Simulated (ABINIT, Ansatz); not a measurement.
# How the form of the self-energy moves the gap of ZrSe3 (P2_1/m), part 2 of 2

Aim: compare treatments of exchange, screening and correlation for the gap of ZrSe3 (P2_1/m).

ABINIT 10.8.3; LDA and many-body steps on it, plane waves. Known limits of the many-body steps: not at the basis limit; no spin-orbit coupling; coarse k mesh.

So far. Step 4 (G0W0, Godby-Needs plasmon pole): The gap on the mesh goes from 0.29 eV to 0.79 eV, a correction of +0.50 eV. Step 5 (G0W0, Engel-Farid plasmon pole): Against G0W0 in ABINIT (2×4×1 mesh, 209 bands, screening to 114.3 eV, Godby-Needs plasmon pole), the gap moves by +0.022 eV.

### Step 6. G0W0, Hybertsen-Louie plasmon pole

Level of this step: G0W0 on LDA, plane waves, norm-conserving pseudopotentials (ABINIT).

Input file run.abi:

```
acell 3*1.0 Angstrom
rprim 
  5.410900000000 -0.000000000000 -0.000000000000
  -0.000000000000 3.748800000000 0.000000000000
  -1.229420909100 0.000000000000 9.363634990100
ntypat 2
znucl 40 34
natom 8
typat 1 1 2 2 2 2 2 2
xred 
  0.285000000000 0.250000000000 0.656000000000
  0.715000000000 0.750000000000 0.344000000000
  0.762000000000 0.250000000000 0.554000000000
  0.238000000000 0.750000000000 0.446000000000
  0.456000000000 0.250000000000 0.174000000000
  0.544000000000 0.750000000000 0.826000000000
  0.888000000000 0.250000000000 0.169000000000
  0.112000000000 0.750000000000 0.831000000000
pp_dirpath "pseudos"
pseudos "Zr.upf, Se.upf"
ecut 48
ngkpt 2 4 1
nshiftk 1
shiftk 0 0 0
kptopt 1
chksymbreak 0
istwfk *1
occopt 1
irdwfk 1
optdriver 4
nband 209
gwcalctyp 0
ecutsigx 48
symsigma 1
nkptgw 2
kptgw 
  0.0000000000 0.0000000000 0.0000000000
  0.5000000000 0.0000000000 0.0000000000
bdgw 
  83 86
  83 86
ecuteps 4.2
irdscr 1
ppmodel 2
indata_prefix "in"
outdata_prefix "out"
tmpdata_prefix "tmp"
```

On the command line:

```console
OMP_NUM_THREADS=1 mpirun -n 16 abinit run.abi > log
```

Numbers of over 12 decimals in the logs are rounded to 6 here.

The log of the run:

```text
.Version 10.8.3 of ABINIT. v10.8.2 released Aug 2026.

 Symmetries : space group P2_1/m (# 11); Bravais mP (primitive monocl.)
[... echo of the input left out ...]
== DATASET  1 ==================================================================
-   mpi_nproc: 16, omp_nthreads: 1 (-1 if OMP is not activated)

--- !DatasetInfo
iteration_state: {dtset: 1, }
dimensions: {natom: 8, nkpt: 6, mband: 209, nsppol: 1, nspinor: 1, nspden: 1, mpw: 20400, }
cutoff_energies: {ecut:  48.0, pawecutdg:  -1.0, }
[...]
Band     E0 <VxcDFT>   SigX SigC(E0)      Z dSigC/dE  Sig(E)    E-E0       E
[...]
85   6.545 -14.133 -10.081  -3.069   0.874  -0.144 -13.274   0.859   7.404
       86   6.885 -14.406 -10.124  -3.179   0.874  -0.144 -13.442   0.963   7.849

== END DATASET(S) ==============================================================
================================================================================

 -outvars: echo values of variables after computation  --------
           etotal      0.0000000000E+00
            nband         209
             nkpt           6
          spgroup          11
 [... the other variables as echoed above ...]

 Calculation completed.
```

Wall time 16 s (16 MPI ranks of Arm Neoverse V2, shared host); peak memory 6.2 GiB.

Numbers from this step:

```yaml
g0w0_gap_on_the_points_computed: 0.8150 eV
starting_gap_on_the_mesh: 0.2917 eV
k_of_the_valence_top: 0, 0, 0
k_of_the_conduction_bottom: 0.5, 0, 0
least_direct_g0w0_gap_on_the_computed_points: 1.120 eV
```

Against G0W0 in ABINIT (2×4×1 mesh, 209 bands, screening to 114.3 eV, Godby-Needs plasmon pole), the gap moves by +0.027 eV.

### Step 7. One-shot Hartree-Fock

This step: one-shot Hartree-Fock on LDA, plane waves, norm-conserving pseudopotentials.

Changes to run.abi since step 6:

```diff
@@ -30,4 +30,4 @@
 optdriver 4
-nband 209
-gwcalctyp 0
+nband 88
+gwcalctyp 5
 ecutsigx 48
@@ -41,5 +41,4 @@
   83 86
-ecuteps 4.2
-irdscr 1
-ppmodel 2
+ixc_sigma 40
+fftgw 31
 indata_prefix "in"
```

The log of the run:

```text
.Version 10.8.3 of ABINIT. v10.8.2 released Aug 2026.

 Symmetries : space group P2_1/m (# 11); Bravais mP (primitive monocl.)
[... echo of the input left out ...]
== DATASET  1 ==================================================================
-   mpi_nproc: 16, omp_nthreads: 1 (-1 if OMP is not activated)

--- !DatasetInfo
iteration_state: {dtset: 1, }
dimensions: {natom: 8, nkpt: 6, mband: 88, nsppol: 1, nspinor: 1, nspden: 1, mpw: 20400, }
cutoff_energies: {ecut:  48.0, pawecutdg:  -1.0, }
[...]
Band     E0 <VxcDFT>   SigX SigC(E0)      Z dSigC/dE  Sig(E)    E-E0       E
[...]
85   6.545 -14.133 -10.081   0.000   1.000   0.000 -10.081   4.052  10.596
       86   6.885 -14.406 -10.124   0.000   1.000   0.000 -10.124   4.282  11.167

== END DATASET(S) ==============================================================
================================================================================

 -outvars: echo values of variables after computation  --------
           etotal      0.0000000000E+00
            nband          88
             nkpt           6
          spgroup          11
 [... the other variables as echoed above ...]

 Calculation completed.
```

It took 6.2 s on 16 MPI ranks; peak memory 6.3 GiB; 97 s of CPU time.

This step gave:

```
quasiparticle gap on the points computed              : 5.665 eV
starting gap on the mesh                              : 0.2917 eV
k of the valence top                                  : 0, 0, 0
k of the conduction bottom                            : 0.5, 0, 0
least direct quasiparticle gap on the computed points : 6.233 eV
```

Against G0W0 in ABINIT (2×4×1 mesh, 209 bands, screening to 114.3 eV, Godby-Needs plasmon pole), the gap moves by +4.877 eV.

### Step 8. Side by side

Times are wall times on 16 MPI ranks of Arm Neoverse V2, shared host, good to a factor of about two. A run's time includes the screening step that it read.

| run | mesh | bands | screening cutoff (eV) | DFT gap (eV) | gap on the mesh (eV) | direct (eV) | ε∞ used | time |
| --- | --- | --- | --- | --- | --- | --- | --- | --- |
| G0W0, Godby-Needs plasmon pole | 2×4×1 | 209 | 114.3 | 0.292 | 0.788 | 1.028 | 17.05 | 2.6 min |
| G0W0, Engel-Farid plasmon pole | 2×4×1 | 209 | 114.3 | 0.292 | 0.810 | 1.089 | 17.05 | 2.6 min |
| G0W0, Hybertsen-Louie plasmon pole | 2×4×1 | 209 | 114.3 | 0.292 | 0.815 | 1.120 | 17.05 | 2.6 min |
| one-shot Hartree-Fock | 2×4×1 | - | - | 0.292 | 5.665 | 6.233 | - | 6.2 s |

### Step 9. Results

```json
{
 "G0W0, Godby-Needs plasmon pole": "0.788 eV",
 "G0W0, Engel-Farid plasmon pole": "0.810 eV",
 "G0W0, Hybertsen-Louie plasmon pole": "0.815 eV",
 "one-shot Hartree-Fock": "5.665 eV",
 "known limits": "not at the basis limit; no spin-orbit coupling; coarse k mesh"
}
```

In words: G0W0, Engel-Farid plasmon pole: +0.022 eV against G0W0, Godby-Needs plasmon pole. G0W0, Hybertsen-Louie plasmon pole: +0.027 eV against G0W0, Godby-Needs plasmon pole. One-shot Hartree-Fock: +4.877 eV against G0W0, Godby-Needs plasmon pole. Bare exchange alone opens the gap to 5.67 eV; against G0W0, correlation takes back 4.88 eV. Bands and cutoff are finite, so the gap is not at the basis limit. The miss can reach some tenths of an eV and take either sign; the mesh is an error of its own. In the G0W0 runs levels were corrected at 2 k points alone, so a gap called «on the mesh» is the least over those, and an edge elsewhere would be missed. The 2×4×1 mesh is coarse for this cell, which bears on the long-range parts of exchange and screening. The many-body steps are scalar-relativistic: spin-orbit coupling is not in them.

[Paths, hosts, dates, memory and timing lines, banners, echoed tables and standing remarks are left out of the program output.]

[Logs are printed without paths, hosts, clocks, repeated set-up lines and the standing remarks that a program may print on its own settings, such as how far it seeks lower states.]

[Runs of the session that timed out or met a known fault of the program may be left out.]

[Hosts, paths, dates, database ids (printed as entryN), source tags and the programs' standing remarks are cut or masked in the printed files.]

[G0W0 gaps are taken among the corrected bands and points alone; a level outside them can change the order at an edge.]

[Where Ansatz stands beside ABINIT at settings called matched, ABINIT's density can come from a denser mesh and the files from another edition; pairs whose starting gaps differed by over 0.03 eV were left out, so agreement reads better than it is.]
